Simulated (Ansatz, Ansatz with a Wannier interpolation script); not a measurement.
**Settings in Wannier-interpolated G0W0: SnO2 (Pnnm)**

Wanted: errors and cost of interpolated bands of SnO2 (Pnnm) under coarser or faulty settings.

Program: Ansatz 0.2.0. Level of theory: maximally localised Wannier functions, LDA, plane waves, PAW. Results are calculated unless marked as measured.

Report form: the programs' logs are mostly left out.

### 1. The starting structure

The structure is orthorhombic, space group Pnnm (No. 58). The conventional cell has a = 4.788 Å, b = 4.867 Å, c = 3.241 Å, α = 90.00°, β = 90.00°, γ = 90.00°. Nearest to Sn lie 6 O at 2.09 to 2.10 Å. Nearest to O lie 3 Sn at 2.09 to 2.10 Å. Farther neighbours and most contacts between anions are not listed.

The cell and positions are those that the Materials Project relaxed with its own functionals (PBE, PBE+U or r2SCAN), kept fixed. This is not the form that SnO2 usually takes at ambient conditions. The default PAW set here is soft_2. Its files were made with PBE.

### 2. Wannier model on 8×8×12

input.yaml

```yaml
crystal:
  lattice:
    - [4.788004, 0.0, 0.0]
    - [0.0, 4.866582, 0.0]
    - [0.0, 0.0, 3.240898]
  atoms:
    - { symbol: Sn, position: [0.5, 0.5, 0.5] }
    - { symbol: Sn, position: [0.0, 0.0, 0.0] }
    - { symbol: O, position: [0.291855, 0.321042, 0.0] }
    - { symbol: O, position: [0.791855, 0.178958, 0.5] }
    - { symbol: O, position: [0.208145, 0.821042, 0.5] }
    - { symbol: O, position: [0.708145, 0.678958, 0.0] }
kpoints:
  mp_grid: { grid: [4, 4, 6] }
hamiltonian:
  xc: lda
scf:
  occupations: { method: fixed }
  n_extra_bands: 40
output:
  wannier:
    kmesh: [8, 8, 12]
    projections:
      - { species: O, l: p, shell: 2 }
      - { species: Sn, l: s, shell: 5 }
      - { species: Sn, l: p, shell: 5 }
    minimise: true
    write_hr: true
    seedname: w
    conv_tol: 1.0e-07
    max_iter: 4000
    disentanglement:
      window: [0.13, 21.37]
      frozen_window: [0.13, 11.93]
      conv_tol: 1.0e-08
```

Started as:

```sh
ansatz run input.yaml --threads 4 --pin off --max-ram 18432MiB --backend cpu --events-out ev --progress --plain --runs-dir out
```

Elapsed: 40 s, on 4 threads of Arm Neoverse V1, shared host; peak memory 1.7 GiB.

The run ended with an error after its SCF cycle had converged; no result of it is taken.

The program's message: “Error: <dir> a combination of the trial orbitals is all but absent from every band inside the outer window at ik = 0: its weight there is 4.4e-15 of the largest combination's or less, which the comput …”

### 3. Wannier model on 8×8×12

Localised functions give a small Hamiltonian that interpolates between mesh points at no cost.

Changes to input.yaml since step 2:

```diff
@@ -32,4 +32,4 @@
     disentanglement:
-      window: [0.13, 21.37]
-      frozen_window: [0.13, 11.93]
+      window: [0.13, 22.9]
+      frozen_window: [0.13, 12.93]
       conv_tol: 1.0e-08
```

Run time: 49 s. Hardware: 4 threads; peak memory 1.7 GiB.

Numbers from this step:

* gauge-invariant spread: 22.29 Å²
* diagonal spread: 0.007057 Å²
* off-diagonal spread: 3.205 Å²
* total spread: 25.50 Å²
* least projectability: 0.3368
* localisation steps: 58
* disentanglement steps: 250
* r.m.s. interpolation error: 1.67e-4 eV
* r.m.s. error near the gap: 2.18e-4 eV

Near the gap the model misses directly solved bands by 0.2 meV r.m.s. and by 2 meV at most in the window tested. This tests the starting bands, not the corrections carried with them.

Frozen up to 4.67 eV; above it the model need not follow the bands. Electronic bands along the path, in eV, zero at the valence-band top:

```
    point  band 23  band 24  band 25  band 26  band 27  band 28  band 29  band 30
        Γ    -1.16    -0.64    -0.63    -0.01     0.67     5.80     5.85     6.01
  halfway    -1.16    -1.15    -0.59    -0.12     1.93     5.02     6.17     6.33
        X    -1.14    -1.14    -0.44    -0.44     3.71     3.71     6.53     6.53
  halfway    -1.20    -1.20    -0.60    -0.60     3.94     3.94     6.78     6.78
        S    -1.26    -1.26    -0.73    -0.73     4.17     4.17     7.04     7.04
  halfway    -1.19    -1.19    -0.65    -0.65     4.01     4.01     6.98     6.98
        Y    -1.12    -1.12    -0.57    -0.57     3.87     3.87     6.92     6.92
  halfway    -1.17    -1.12    -0.61    -0.31     2.02     5.15     6.34     6.49
        Γ    -1.16    -0.64    -0.63    -0.01     0.67     5.80     5.85     6.01
  halfway    -2.48    -0.74    -0.67    -0.39     3.20     6.19     7.86     7.97
        Z    -1.47    -1.47    -1.05    -1.05     5.52     5.52     9.67     9.67
  halfway    -1.34    -1.34    -0.87    -0.87     5.65     5.65     8.43     8.43
        U    -0.83    -0.83    -0.73    -0.73     5.85     5.85     7.57     7.57
  halfway    -1.01    -1.01    -0.73    -0.73     4.85     4.85     8.28     8.28
        R    -0.85    -0.85    -0.67    -0.67     4.22     4.22     8.46     8.46
  halfway    -0.96    -0.96    -0.78    -0.78     4.76     4.76     8.18     8.18
        T    -1.04    -1.04    -0.63    -0.63     5.80     5.80     7.35     7.35
  halfway    -1.25    -1.25    -1.02    -1.02     5.61     5.61     8.25     8.25
        Z    -1.47    -1.47    -1.05    -1.05     5.52     5.52     9.67     9.67
jump to X    -1.14    -1.14    -0.44    -0.44     3.71     3.71     6.53     6.53
  halfway    -1.27    -1.27    -0.58    -0.58     4.83     4.83     8.32     8.32
        U    -0.83    -0.83    -0.73    -0.73     5.85     5.85     7.57     7.57
jump to Y    -1.12    -1.12    -0.57    -0.57     3.87     3.87     6.92     6.92
  halfway    -1.26    -1.26    -0.76    -0.76     4.88     4.88     8.26     8.26
        T    -1.04    -1.04    -0.63    -0.63     5.80     5.80     7.35     7.35
jump to S    -1.26    -1.26    -0.73    -0.73     4.17     4.17     7.04     7.04
```

The same for Kohn-Sham, solved directly:

```
point  band 23  band 24  band 25  band 26  band 27  band 28  band 29  band 30
    Γ    -1.16    -0.64    -0.63    -0.01     0.67     5.51     5.85     6.01
    X    -1.14    -1.14    -0.44    -0.44     3.71     3.71     6.42     6.42
    S    -1.26    -1.26    -0.73    -0.73     4.17     4.17     6.99     6.99
    Y    -1.12    -1.12    -0.57    -0.57     3.87     3.87     6.87     6.87
    Γ    -1.16    -0.64    -0.63    -0.01     0.67     5.51     5.85     6.01
    Z    -1.47    -1.47    -1.05    -1.05     5.44     5.44     9.18     9.18
    U    -0.83    -0.83    -0.73    -0.73     5.74     5.74     7.57     7.57
    R    -0.85    -0.85    -0.67    -0.67     4.22     4.22     8.42     8.42
    T    -1.04    -1.04    -0.63    -0.63     5.64     5.64     7.35     7.35
    Z    -1.47    -1.47    -1.05    -1.05     5.44     5.44     9.18     9.18
    X    -1.14    -1.14    -0.44    -0.44     3.71     3.71     6.42     6.42
    U    -0.83    -0.83    -0.73    -0.73     5.74     5.74     7.57     7.57
    Y    -1.12    -1.12    -0.57    -0.57     3.87     3.87     6.87     6.87
    T    -1.04    -1.04    -0.63    -0.63     5.64     5.64     7.35     7.35
```

### 4. Wannier model on 4×4×6

Changes to input.yaml since step 3:

```diff
@@ -21,3 +21,3 @@
   wannier:
-    kmesh: [8, 8, 12]
+    kmesh: [4, 4, 6]
     projections:
```

The job ended after 10 s (4 threads; peak memory 0.45 GiB; 38 s of CPU time).

Numbers from this step:

```yaml
gauge_invariant_spread: 21.18 Å²
diagonal_spread: 0.006366 Å²
off_diagonal_spread: 3.167 Å²
total_spread: 24.35 Å²
least_projectability: 0.3361
localisation_steps: 63
disentanglement_steps: 77
r_m_s_interpolation_error: 0.001195 eV
r_m_s_error_near_the_gap: 0.001370 eV
```

Near the gap the model misses directly solved bands by 1.4 meV r.m.s. and by 15 meV at most in the window tested. This tests the starting bands, not the corrections carried with them.

Frozen up to 4.67 eV; above it the model need not follow the bands. The electronic bands at the labelled points (eV, zero at the valence-band top; v1 is the highest filled band, c1 the lowest empty one):

```
    point     v4     v3     v2     v1    c1    c2    c3    c4
        Γ  -1.16  -0.64  -0.63  -0.01  0.67  5.79  5.85  6.01
  halfway  -1.16  -1.15  -0.59  -0.12  1.93  5.03  6.17  6.32
        X  -1.14  -1.14  -0.44  -0.44  3.71  3.71  6.53  6.53
  halfway  -1.20  -1.20  -0.60  -0.60  3.94  3.94  6.79  6.79
        S  -1.26  -1.26  -0.73  -0.73  4.17  4.17  7.03  7.03
  halfway  -1.19  -1.19  -0.65  -0.65  4.01  4.01  6.98  6.98
        Y  -1.12  -1.12  -0.57  -0.57  3.87  3.87  6.92  6.92
  halfway  -1.17  -1.12  -0.61  -0.31  2.02  5.16  6.34  6.49
        Γ  -1.16  -0.64  -0.63  -0.01  0.67  5.79  5.85  6.01
  halfway  -2.48  -0.74  -0.67  -0.39  3.21  6.18  7.91  8.03
        Z  -1.47  -1.47  -1.05  -1.05  5.51  5.51  9.84  9.84
  halfway  -1.34  -1.34  -0.87  -0.87  5.64  5.64  8.48  8.48
        U  -0.83  -0.83  -0.73  -0.73  5.84  5.84  7.57  7.57
  halfway  -1.01  -1.01  -0.73  -0.73  4.85  4.85  8.28  8.28
        R  -0.85  -0.85  -0.67  -0.67  4.22  4.22  8.46  8.46
  halfway  -0.96  -0.96  -0.78  -0.78  4.76  4.76  8.18  8.18
        T  -1.04  -1.04  -0.63  -0.63  5.79  5.79  7.35  7.35
  halfway  -1.25  -1.25  -1.02  -1.02  5.60  5.60  8.26  8.26
        Z  -1.47  -1.47  -1.05  -1.05  5.51  5.51  9.84  9.84
jump to X  -1.14  -1.14  -0.44  -0.44  3.71  3.71  6.53  6.53
  halfway  -1.27  -1.27  -0.58  -0.58  4.83  4.83  8.31  8.31
        U  -0.83  -0.83  -0.73  -0.73  5.84  5.84  7.57  7.57
jump to Y  -1.12  -1.12  -0.57  -0.57  3.87  3.87  6.92  6.92
  halfway  -1.26  -1.26  -0.76  -0.76  4.88  4.88  8.24  8.25
        T  -1.04  -1.04  -0.63  -0.63  5.79  5.79  7.35  7.35
jump to S  -1.26  -1.26  -0.73  -0.73  4.17  4.17  7.03  7.03
```

The same for Kohn-Sham, solved directly:

```
point     v4     v3     v2     v1    c1    c2    c3    c4
    Γ  -1.16  -0.64  -0.63  -0.01  0.67  5.51  5.85  6.01
    X  -1.14  -1.14  -0.44  -0.44  3.71  3.71  6.42  6.42
    S  -1.26  -1.26  -0.73  -0.73  4.17  4.17  6.99  6.99
    Y  -1.12  -1.12  -0.57  -0.57  3.87  3.87  6.87  6.87
    Γ  -1.16  -0.64  -0.63  -0.01  0.67  5.51  5.85  6.01
    Z  -1.47  -1.47  -1.05  -1.05  5.44  5.44  9.18  9.18
    U  -0.83  -0.83  -0.73  -0.73  5.74  5.74  7.57  7.57
    R  -0.85  -0.85  -0.67  -0.67  4.22  4.22  8.42  8.42
    T  -1.04  -1.04  -0.63  -0.63  5.64  5.64  7.35  7.35
    Z  -1.47  -1.47  -1.05  -1.05  5.44  5.44  9.18  9.18
    X  -1.14  -1.14  -0.44  -0.44  3.71  3.71  6.42  6.42
    U  -0.83  -0.83  -0.73  -0.73  5.74  5.74  7.57  7.57
    Y  -1.12  -1.12  -0.57  -0.57  3.87  3.87  6.87  6.87
    T  -1.04  -1.04  -0.63  -0.63  5.64  5.64  7.35  7.35
```

### 5. A faulty Wannier input

Changes to input.yaml since step 4:

```diff
@@ -32,4 +32,4 @@
     disentanglement:
-      window: [0.13, 22.9]
-      frozen_window: [0.13, 12.93]
+      window: [0.13, 8.93]
+      frozen_window: [0.13, 8.73]
       conv_tol: 1.0e-08
```

The job ended after 9.3 s (4 threads; peak memory 0.45 GiB).

The self-consistent loop converged; the step after it was not made. The program's words: output.wannier: at mesh point 0 (counted from 0) output.wannier.disentanglement.window holds 12 states for 20 functions, beside 0 of inner shells that are left out. Raise the window's top, and output.wannier.disentanglement.top_band where it is typed. No Wannier file is written

The fault put into this input: an outer window with too few states.

### 6. G0W0: 4×4×6 mesh, 284 empty bands, screening to 140 eV

Now the one-shot GW correction: screening in the RPA, then the self-energy of the levels asked for.

This step: G0W0 on LDA, plane waves, PAW.

input.yaml, the sections that differ from step 5:

```yaml
scf:
  occupations: { method: fixed }
gw:
  n_empty_bands: 284
  ecut_chi: 140.0
  qp_bands: [v12, c2]
  screening: { model: contour_deformation }
# crystal, kpoints, hamiltonian: as in step 5
# output: removed
```

Run time: 18 min. Hardware: 4 threads; peak memory 1.1 GiB.

The G0W0 gap on the mesh is 1.912 eV.

### 7. G0W0: 2×2×3 mesh, 284 empty bands, screening to 140 eV

Changes to input.yaml since step 6:

```diff
@@ -13,3 +13,3 @@
 kpoints:
-  mp_grid: { grid: [4, 4, 6] }
+  mp_grid: { grid: [2, 2, 3] }
 hamiltonian:
```

It took 44 s on 4 threads; peak memory 0.84 GiB; 2.8 min of CPU time.

The G0W0 gap on the mesh is 1.616 eV.

### 8. G0W0: 4×4×6 mesh, 132 empty bands, screening to 84 eV, plasmon pole

Changes to input.yaml since step 7:

```diff
@@ -13,3 +13,3 @@
 kpoints:
-  mp_grid: { grid: [2, 2, 3] }
+  mp_grid: { grid: [4, 4, 6] }
 hamiltonian:
@@ -19,5 +19,5 @@
 gw:
-  n_empty_bands: 284
-  ecut_chi: 140.0
+  n_empty_bands: 132
+  ecut_chi: 84
   qp_bands: [v12, c2]
-  screening: { model: contour_deformation }
+  screening: { model: godby_needs }
```

Elapsed: 4.7 min, on 4 threads; peak memory 0.75 GiB; 18 min of CPU time.

The G0W0 gap on the mesh is 1.944 eV.

### 9. Interpolated results

Times are wall times on 4 threads of Arm Neoverse V1, shared host, good to a factor of about two.

```
GW mesh  empty bands  cutoff (eV)            frequency  gap on mesh (eV)  gap over zone (eV)  direct gap (eV)  valence width (eV)  GW time
  4×4×6          284          140  contour deformation             1.912               1.882            1.912               8.075   18 min
  2×2×3          284          140  contour deformation             1.616               1.596            1.635               8.099     44 s
  4×4×6          132           84         plasmon pole             1.944               1.918            1.944               8.352  4.7 min
```

### 10. Outcome

* 4×4×6 mesh, 284 empty bands, screening to 140 eV: 1.88 eV
* 2×2×3 mesh, 284 empty bands, screening to 140 eV: 1.60 eV
* 4×4×6 mesh, 132 empty bands, screening to 84 eV, plasmon pole: 1.92 eV

**Reading.** The largest change, −0.29 eV in the gap over the zone, comes with 2×2×3 mesh, 284 empty bands, screening to 140 eV. The first run is a reference, not a converged one, and where a row moves several settings no single cause can be named. Rows on another GW mesh add that mesh's corrections to the bands of the one model. With 2×2×3 mesh, 284 empty bands, screening to 140 eV the gap over the zone moves by −0.29 eV and that on the mesh by −0.30 eV. With 4×4×6 mesh, 132 empty bands, screening to 84 eV, plasmon pole the gap over the zone moves by +0.04 eV and that on the mesh by +0.03 eV. Gaps over the zone and on the mesh differ where an edge lies off the mesh, or where a GW run starts from another density: the starting gap over the zone is 0.669 eV, on the GW meshes it is 0.682 eV and 0.664 eV. The 4×4×6 mesh is coarse for this cell (its supercell is 19 Å along the shortest edge). The RPA ε∞ on it, from the LDA start, is 5.18, 5.46 and 5.48; such meshes misread the long-range screening, most where the gap is narrow. The many-body steps are scalar-relativistic: spin-orbit coupling is not in them.

[Paths, hosts, dates, memory and timing lines, banners, echoed tables and standing remarks are left out of the program output.]

[Logs are printed without paths, hosts, clocks, repeated set-up lines and the standing remarks that a program may print on its own settings, such as how far it seeks lower states.]

[Runs of the session that timed out or met a known fault of the program may be left out.]

[Hosts, paths, dates, database ids (printed as entryN), source tags and the programs' standing remarks are cut or masked in the printed files.]
